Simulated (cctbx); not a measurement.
# Accept or mend?

Cell a = 8.2200 Å, b = 8.2200 Å, c = 13.0370 Å, α = 90.00°, β = 90.00°, γ = 90.00°; space group I4/mcm (no. 140). The compound is Ho5Ag2Bi.

The data are simulated with cctbx, not measured: synchrotron X-rays, λ = 0.7749 Å, to d = 0.84 Å, 80 % of the full sphere, strongest reflection 20000 counts, noise from counting, a 6 % proportional error and a noise floor of 15 counts (s.d.); no absorption.

An anisotropic refinement with weights 1/σ² prints:

```text
Rint 0.050, 227 unique reflections to 0.84 A
cycle     R1     wR2    GooF  max shift (A)
   1  0.0578  0.1583   5.771   0.00080
   2  0.0199  0.0576   2.099   0.00000
final R1 0.0199 wR2 0.0576 GooF 2.099  parameters 14  data/parameter 16.2
atom        x        y        z      Ueq    occ   su(xyz)  su(Uiso or U11)
Bi1    0.50000  0.50000  0.25000   0.0109  1.000  0.00000  0.0004
Ho1    0.33895  0.16105  0.14486   0.0045  1.000  0.00006  0.0003
Ho2    0.00000  0.00000  0.00000   0.0061  1.000  0.00000  0.0005
Ag1    0.13545  0.36455  0.00000   0.0042  1.000  0.00012  0.0005
difference map: max 1.68 min -2.77 rms 0.43
Q1    0.1739  0.3261  0.3437   16    1.68  0.21 A from Ho1
Q2    0.0655  0.3520  0.2384   32    1.16  1.72 A from Ho1
Q3    0.0807  0.1751  0.4492   32    1.09  1.72 A from Ho2
Q4    0.2468  0.2532  0.0503   16    1.03  1.45 A from Ag1
Q5    0.0623  0.0963  0.2865   32    1.02  1.06 A from Bi1
Q6    0.0000  0.5000  0.0267    8    1.02  1.61 A from Ag1
```

Q: Accept it or mend it, and why?

Mend it. The fault: anomalous dispersion left out. Against the right model at the same level, R1 goes from 0.0108 to 0.0199 and GooF from 0.89 to 2.10, U of Bi1 swells from 0.0048 to 0.0109 Å² and a hole of -2.8 e/Å³ opens. No atom is wrong: without f′ and f″ the atoms near an edge get the wrong scattering power, which U and the scale absorb. The signs are weak, and the output alone doesn't single this fault out.

The compound is Ho5Ag2Bi. The right model at the same level gives:

```text
Rint 0.050, 227 unique reflections to 0.84 A
cycle     R1     wR2    GooF  max shift (A)
   1  0.0202  0.0536   1.953   0.00117
   2  0.0108  0.0243   0.886   0.00000
final R1 0.0108 wR2 0.0243 GooF 0.886  parameters 14  data/parameter 16.2
atom        x        y        z      Ueq    occ   su(xyz)  su(Uiso or U11)
Bi1    0.50000  0.50000  0.25000   0.0048  1.000  0.00000  0.0002
Ho1    0.33894  0.16106  0.14489   0.0061  1.000  0.00002  0.0001
Ho2    0.00000  0.00000  0.00000   0.0078  1.000  0.00000  0.0002
Ag1    0.13542  0.36458  0.00000   0.0042  1.000  0.00005  0.0002
difference map: max 0.78 min -1.08 rms 0.24
Q1    0.0000  0.5000  0.1752    8    0.78  1.91 A from Ho1
Q2    0.0000  0.0000  0.2500    4    0.74  0.00 A from Bi1
Q3    0.0000  0.0000  0.1221    8    0.73  1.59 A from Ho2
Q4    0.1278  0.3722  0.4276   16    0.68  1.02 A from Ho1
Q5    0.1461  0.3539  0.0000    8    0.63  0.12 A from Ag1
Q6    0.1246  0.3754  0.5000    8    0.61  1.94 A from Ho1
```

Isotropic U is held between 0.0001 and 1 Å² by the program, and listed peak heights are interpolated, so they can pass the grid's maximum.

The model is made up (kin elements in a known structure type, no relaxation), so it says nothing on whether the phase exists.

[Middle refinement cycles are left out of these outputs.]

[Logs are printed without paths, hosts, clocks, repeated set-up lines and the standing remarks that a program may print on its own settings, such as how far it seeks lower states.]
